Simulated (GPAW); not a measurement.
# InF3 (R-3c): G0W0 on several meshes in GPAW

How does the mesh move the gap of InF3 (R-3c)?

Calculated with GPAW 26.7.0; LDA and many-body steps on it, plane waves.

Most raw output is cut from this account.

## (1) Set-up

Symmetry: R-3c, No. 167, trigonal system. The conventional cell has a = 5.204 Å, b = 5.204 Å, c = 14.723 Å, α = 90.00°, β = 90.00°, γ = 120.00°. Nearest to In lie 6 F at 2.08 Å. Nearest to F lie 2 In at 2.08 Å. Farther neighbours and most contacts between anions are not listed.

Coordinates:

```xyz
8
Lattice="2.6021 1.5023 4.9075 -2.6021 1.5023 4.9075 0.0000 -3.0047 4.9075" Properties=species:S:1:pos:R:3 pbc="T T T"
In    0.0000    0.0000    7.3613
In    0.0000    0.0000    0.0000
F    -0.9219    1.4079    6.1344
F     1.6802    0.0945    6.1344
F     0.7583    1.5023    8.5881
F    -1.6802   -0.0945    8.5881
F     0.9219   -1.4079    8.5881
F    -0.7583   -1.5023    6.1344
```

The cell and positions are those that the Materials Project relaxed with its own functionals (PBE, PBE+U or r2SCAN), kept fixed.

## (2) Empty states on the mesh, 4×4×4 mesh, 539 bands

This step: GPAW 26.7.0; DFT, LDA, plane waves, PAW.

The sums over transitions need many empty states on a uniform mesh; this step solves for them.

run.py

```python
import json
import numpy as np
from gpaw.mpi import world
from gpaw import GPAW

calc = GPAW('gs.gpw').fixed_density(kpts={'size': (4, 4, 4), 'gamma': True},
    parallel={'domain': 1, 'band': 1},
    txt='nscf.txt')
calc.diagonalize_full_hamiltonian(nbands=539)
calc.write('full.gpw', mode='all')
res = {}
kpts = calc.get_ibz_k_points()
res['kpts'] = kpts
res['eigenvalues'] = [calc.get_eigenvalues(kpt=k) for k in range(len(kpts))]
res['n_electrons'] = calc.get_number_of_electrons()

if world.rank == 0:
    with open('result.json', 'w') as f:
        json.dump(res, f, default=lambda x: x.tolist())
```

Started as:

```bash
$ mpirun -n 12 gpaw python run.py
```

Wall time 2 min (12 MPI ranks of AMD EPYC 7R43, shared host); peak memory 14 GiB.

Numbers from this step:

| Property | Result |
| --- | --- |
| gap | 4.001 eV |
| k of the valence top | 0.5, 0.5, 0 |
| k of the conduction bottom | 0, 0, 0 |
| least direct gap | 4.036 eV |
| k points computed | 14 |
| lowest point of the top converged band, above the valence top | 151.3178 eV |

On this mesh the gap is 4.001 eV.

## (3) 4×4×4

Now the one-shot GW correction: screening in the RPA, then the self-energy of the levels asked for.

This step: G0W0 on LDA, plane waves, PAW.

run.py

```python
import json
import numpy as np
from gpaw.mpi import world
from gpaw.response.g0w0 import G0W0

gw = G0W0('full.gpw',
    filename='gw',
    kpts=[0, 11],
    bands=(32, 36),
    ecut=96,
    nbands=245,
    integrate_gamma='WS',
    ppa=True)
gw.calculate()
res = {mode: {k: v for k, v in r.items() if k != 'sigma_eskwn'}
       for mode, r in gw.all_results.items()}

if world.rank == 0:
    with open('result.json', 'w') as f:
        json.dump(res, f, default=lambda x: x.tolist())
```

Started as:

```bash
$ mpirun -n 12 gpaw python run.py
```

Elapsed: 11 min, on 12 MPI ranks; peak memory 6.2 GiB.

This step gave:

```
G0W0 gap on the points computed              : 7.428 eV
least direct G0W0 gap on the computed points : 7.550 eV
Z at the valence top                         : 0.8039
Z at the conduction bottom                   : 0.8670
starting gap on the mesh                     : 4.001 eV
k of the valence top                         : 0.5, 0.5, 0
k of the conduction bottom                   : 0, 0, 0
```

The gap on the mesh goes from 4.00 eV to 7.43 eV, a correction of +3.43 eV.

## (4) Empty states on the mesh, 2×2×2 mesh, 255 bands

This step: DFT, LDA, plane waves, PAW.

run.py

```python
import json
import numpy as np
from gpaw.mpi import world
from gpaw import GPAW

calc = GPAW('gs.gpw').fixed_density(kpts={'size': (2, 2, 2), 'gamma': True},
    nbands=297,
    convergence={'bands': 255},
    txt='nscf.txt')
calc.write('full.gpw', mode='all')
res = {}
kpts = calc.get_ibz_k_points()
res['kpts'] = kpts
res['eigenvalues'] = [calc.get_eigenvalues(kpt=k) for k in range(len(kpts))]
res['n_electrons'] = calc.get_number_of_electrons()

if world.rank == 0:
    with open('result.json', 'w') as f:
        json.dump(res, f, default=lambda x: x.tolist())
```

Started as:

```bash
$ mpirun -n 12 gpaw python run.py
```

Run time: 29 s. Hardware: 12 MPI ranks; peak memory 2.5 GiB.

This step gave:

```yaml
gap: 4.001 eV
k_of_the_valence_top: 0.5, 0.5, 0
k_of_the_conduction_bottom: 0, 0, 0
least_direct_gap: 4.036 eV
k_points_computed: 4
lowest_point_of_the_top_converged_band_above_the_valence_top: 86.5696 eV
```

On this mesh the gap is 4.001 eV.

## (5) 2×2×2

This step: G0W0 on LDA, plane waves, PAW.

run.py

```python
import json
import numpy as np
from gpaw.mpi import world
from gpaw.response.g0w0 import G0W0

gw = G0W0('full.gpw',
    filename='gw',
    kpts=[0, 2],
    bands=(32, 36),
    ecut=96,
    nbands=245,
    integrate_gamma='WS',
    ppa=True)
gw.calculate()
res = {mode: {k: v for k, v in r.items() if k != 'sigma_eskwn'}
       for mode, r in gw.all_results.items()}

if world.rank == 0:
    with open('result.json', 'w') as f:
        json.dump(res, f, default=lambda x: x.tolist())
```

Started as:

```bash
$ mpirun -n 12 gpaw python run.py
```

The job ended after 38 s (12 MPI ranks; peak memory 5 GiB).

Numbers from this step:

* G0W0 gap on the points computed: 7.451 eV
* least direct G0W0 gap on the computed points: 7.577 eV
* Z at the valence top: 0.8019
* Z at the conduction bottom: 0.8646
* starting gap on the mesh: 4.001 eV
* k of the valence top: 0.5, 0.5, 0
* k of the conduction bottom: 0, 0, 0

Against G0W0 in GPAW (4×4×4 mesh, 245 bands, screening to 96 eV, Godby-Needs plasmon pole), the gap moves by +0.023 eV.

## (6) Side by side

Times are wall times on 12 MPI ranks of AMD EPYC 7R43, shared host, good to a factor of about two.

```tsv
run	mesh	bands	screening cutoff (eV)	DFT gap (eV)	gap on the mesh (eV)	direct (eV)	time
4×4×4	4×4×4	245	96	4.001	7.428	7.550	11 min
2×2×2	2×2×2	245	96	4.001	7.451	7.577	38 s
```

## (7) Results

| Quantity | Value |
| --- | --- |
| 4×4×4 | 7.428 eV |
| 2×2×2 | 7.451 eV |
| known limits | not at the basis limit; no spin-orbit coupling; coarse k mesh |

In words: 2×2×2: +0.023 eV against 4×4×4. Bands and cutoff are finite, so the gap is not at the basis limit. The miss can reach some tenths of an eV and take either sign; the mesh is an error of its own. These stock PAW sets were not made for GW. In the G0W0 runs levels were corrected at 2 k points alone, so a gap called «on the mesh» is the least over those, and an edge elsewhere would be missed. The many-body steps are scalar-relativistic: spin-orbit coupling is not in them.

[Paths, hosts, dates, memory and timing lines, banners, echoed tables and standing remarks are left out of the program output.]

[Logs are printed without paths, hosts, clocks, repeated set-up lines and the standing remarks that a program may print on its own settings, such as how far it seeks lower states.]

[Runs of the session that timed out or met a known fault of the program may be left out.]

[Hosts, paths, dates, database ids (printed as entryN), source tags and the programs' standing remarks are cut or masked in the printed files.]
